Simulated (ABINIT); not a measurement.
# Cl (Cmce): G0W0 in ABINIT against the bands in the self-energy

Wanted: the cheapest bands in the self-energy that holds the gap of Cl (Cmce).

Method: PBE and many-body steps on it, plane waves, in ABINIT 10.8.3.

Most raw output is cut from this account.

## Step 1: Set-up

Symmetry: Cmce, No. 64, orthorhombic system. The conventional cell has a = 6.290 Å, b = 4.500 Å, c = 8.210 Å, α = 90.00°, β = 90.00°, γ = 90.00°. Cl has 1 Cl at 2.02 Å nearest.

The cell and positions come from the Crystallography Open Database and are kept as given unless a step says otherwise.

## Step 2: Screening, 4×4×2 mesh, 360 bands, screening to 217.7 eV

This step: ABINIT 10.8.3; RPA screening on PBE, plane waves, norm-conserving pseudopotentials.

The RPA dielectric matrix is built and inverted for each q.

Input file run.abi:

```
acell 3*1.0 Angstrom
rprim 
  3.145000000000 -2.250000000000 0.000000000000
  3.145000000000 2.250000000000 0.000000000000
  0.000000000000 0.000000000000 8.210000000000
ntypat 1
znucl 17
natom 4
typat 1 1 1 1
xred 
  0.870000000000 0.130000000000 0.100000000000
  0.630000000000 0.370000000000 0.600000000000
  0.130000000000 0.870000000000 0.900000000000
  0.370000000000 0.630000000000 0.400000000000
pp_dirpath "pseudos"
pseudos "Cl.upf"
ecut 25
ngkpt 4 4 2
nshiftk 1
shiftk 0 0 0
kptopt 1
chksymbreak 0
istwfk *1
occopt 1
irdwfk 1
optdriver 3
nband 360
ecuteps 8
inclvkb 2
awtr 1
symchi 1
indata_prefix "in"
outdata_prefix "out"
tmpdata_prefix "tmp"
```

Launch:

```sh
OMP_NUM_THREADS=1 mpirun -n 8 abinit run.abi > log
```

Run time: 6.7 min. Hardware: 8 MPI ranks of Arm Neoverse V2, shared host; peak memory 6.7 GiB; 53 min of CPU time.

Numbers from this step:

```
ε∞ with local fields, on this mesh, along the program's q direction : 2.810
the same without local fields                                       : 3.462
plasma frequency                                                    : 18.23 eV
plane waves in the screening matrix                                 : 865
```

Local fields lower ε∞ by 19 %. On a Γ-centred mesh this coarse the value itself is usually too large, while a short band sum pulls it down.

## Step 3: 22 bands

This step: G0W0 on PBE, plane waves, norm-conserving pseudopotentials.

run.abi, as its differences from that of step 2:

```diff
@@ -25,8 +25,17 @@
 irdwfk 1
-optdriver 3
-nband 360
+optdriver 4
+nband 22
+gwcalctyp 0
+ecutsigx 25
+symsigma 1
+nkptgw 2
+kptgw 
+  0.5000000000 0.5000000000 0.0000000000
+  0.0000000000 0.0000000000 0.0000000000
+bdgw 
+  13 16
+  13 16
 ecuteps 8
-inclvkb 2
-awtr 1
-symchi 1
+irdscr 1
+ppmodel 1
 indata_prefix "in"
```

It took 12 s on 8 MPI ranks; peak memory 6.2 GiB.

This step gave:

- G0W0 gap on the points computed: 5.708 eV
- starting gap on the mesh: 2.469 eV
- k of the valence top: 0.5, 0.5, 0
- k of the conduction bottom: 0, 0, 0
- Z at the valence top: 0.815
- Z at the conduction bottom: 0.818
- least direct G0W0 gap on the computed points: 5.756 eV

## Step 4: 24 bands

run.abi, as its differences from that of step 3:

```diff
@@ -26,3 +26,3 @@
 optdriver 4
-nband 22
+nband 24
 gwcalctyp 0
```

Run time: 12 s. Hardware: 8 MPI ranks; peak memory 6.2 GiB.

Numbers from this step:

```
G0W0 gap on the points computed              : 5.747 eV
starting gap on the mesh                     : 2.469 eV
k of the valence top                         : 0.5, 0.5, 0
k of the conduction bottom                   : 0, 0, 0
Z at the valence top                         : 0.813
Z at the conduction bottom                   : 0.817
least direct G0W0 gap on the computed points : 5.807 eV
```

## Step 5: 45 bands

run.abi, as its differences from that of step 4:

```diff
@@ -26,3 +26,3 @@
 optdriver 4
-nband 24
+nband 45
 gwcalctyp 0
```

Run time: 21 s. Hardware: 8 MPI ranks; peak memory 6.5 GiB; 2.8 min of CPU time.

This step gave:

| Quantity | Value |
| --- | --- |
| G0W0 gap on the points computed | 5.72 eV |
| starting gap on the mesh | 2.469 eV |
| k of the valence top | 0.5, 0.5, 0 |
| k of the conduction bottom | 0, 0, 0 |
| Z at the valence top | 0.798 |
| Z at the conduction bottom | 0.802 |
| least direct G0W0 gap on the computed points | 5.772 eV |

## Step 6: 101 bands

The self-energy is evaluated for the states that the input lists, and the levels follow from it, in one-shot runs by the linearised quasiparticle equation.

run.abi, as its differences from that of step 5:

```diff
@@ -26,3 +26,3 @@
 optdriver 4
-nband 45
+nband 101
 gwcalctyp 0
```

It took 43 s on 8 MPI ranks; peak memory 7.1 GiB; 5.8 min of CPU time.

This step gave:

```yaml
g0w0_gap_on_the_points_computed: 5.655 eV
starting_gap_on_the_mesh: 2.469 eV
k_of_the_valence_top: 0.5, 0.5, 0
k_of_the_conduction_bottom: 0, 0, 0
least_direct_g0w0_gap_on_the_computed_points: 5.705 eV
```

The gap on the mesh goes from 2.47 eV to 5.65 eV, a correction of +3.19 eV.

## Step 7: 217 bands

run.abi, as its differences from that of step 6:

```diff
@@ -26,3 +26,3 @@
 optdriver 4
-nband 101
+nband 217
 gwcalctyp 0
```

It took 91 s on 8 MPI ranks; peak memory 8.6 GiB; 12 min of CPU time.

Numbers from this step:

| Property | Result |
| --- | --- |
| G0W0 gap on the points computed | 5.626 eV |
| starting gap on the mesh | 2.469 eV |
| k of the valence top | 0.5, 0.5, 0 |
| k of the conduction bottom | 0, 0, 0 |
| least direct G0W0 gap on the computed points | 5.676 eV |

Against the run before, the gap moves by −0.029 eV.

## Step 8: 360 bands

run.abi, as its differences from that of step 7:

```diff
@@ -26,3 +26,3 @@
 optdriver 4
-nband 217
+nband 360
 gwcalctyp 0
```

It took 2.5 min on 8 MPI ranks; peak memory 10 GiB; 20 min of CPU time.

This step gave:

```
G0W0 gap on the points computed              : 5.626 eV
starting gap on the mesh                     : 2.469 eV
k of the valence top                         : 0.5, 0.5, 0
k of the conduction bottom                   : 0, 0, 0
least direct G0W0 gap on the computed points : 5.676 eV
```

Against the run before, the gap moves by +0.000 eV.

## Step 9: The runs together

Times are wall times on 8 MPI ranks of Arm Neoverse V2, shared host, good to a factor of about two. A run's time includes the screening step that it read.

```csv
run,mesh,bands,screening cutoff (eV),DFT gap (eV),gap on the mesh (eV),direct (eV),ε∞ used,time
22 bands,4×4×2,22,217.7,2.469,5.708,5.756,2.81,6.9 min
24 bands,4×4×2,24,217.7,2.469,5.747,5.807,2.81,6.9 min
45 bands,4×4×2,45,217.7,2.469,5.720,5.772,2.81,7 min
101 bands,4×4×2,101,217.7,2.469,5.655,5.705,2.81,7.4 min
217 bands,4×4×2,217,217.7,2.469,5.626,5.676,2.81,8.2 min
360 bands,4×4×2,360,217.7,2.469,5.626,5.676,2.81,9.1 min
```

## Step 10: What came out

| Item | Value |
| --- | --- |
| 22 bands | 5.708 eV |
| 24 bands | 5.747 eV |
| 45 bands | 5.720 eV |
| 101 bands | 5.655 eV |
| 217 bands | 5.626 eV |
| 360 bands | 5.626 eV |
| known limits | not at the basis limit; coarse k mesh |

In words: The setting moved: bands in the self-energy. From 22 bands to 360 bands the gap moves by −0.08 eV, not steadily: it passes through 5.75 eV. It holds to 0.03 eV from 101 bands on. Bands and screening cutoff are coupled, so a series along one setting does not show full convergence. Bands and cutoff are finite, so the gap is not at the basis limit. The miss can reach some tenths of an eV and take either sign; the mesh is an error of its own. In the G0W0 runs levels were corrected at 2 k points alone, so a gap called «on the mesh» is the least over those, and an edge elsewhere would be missed. The 4×4×2 mesh is coarse for this cell, which bears on the long-range parts of exchange and screening.

[Paths, hosts, dates, memory and timing lines, banners, echoed tables and standing remarks are left out of the program output.]

[Logs are printed without paths, hosts, clocks, repeated set-up lines and the standing remarks that a program may print on its own settings, such as how far it seeks lower states.]

[Runs of the session that timed out or met a known fault of the program may be left out.]

[Hosts, paths, dates, database ids (printed as entryN), source tags and the programs' standing remarks are cut or masked in the printed files.]

[G0W0 gaps are taken among the corrected bands and points alone; a level outside them can change the order at an edge.]

[Where Ansatz stands beside ABINIT at settings called matched, ABINIT's density can come from a denser mesh and the files from another edition; pairs whose starting gaps differed by over 0.03 eV were left out, so agreement reads better than it is.]
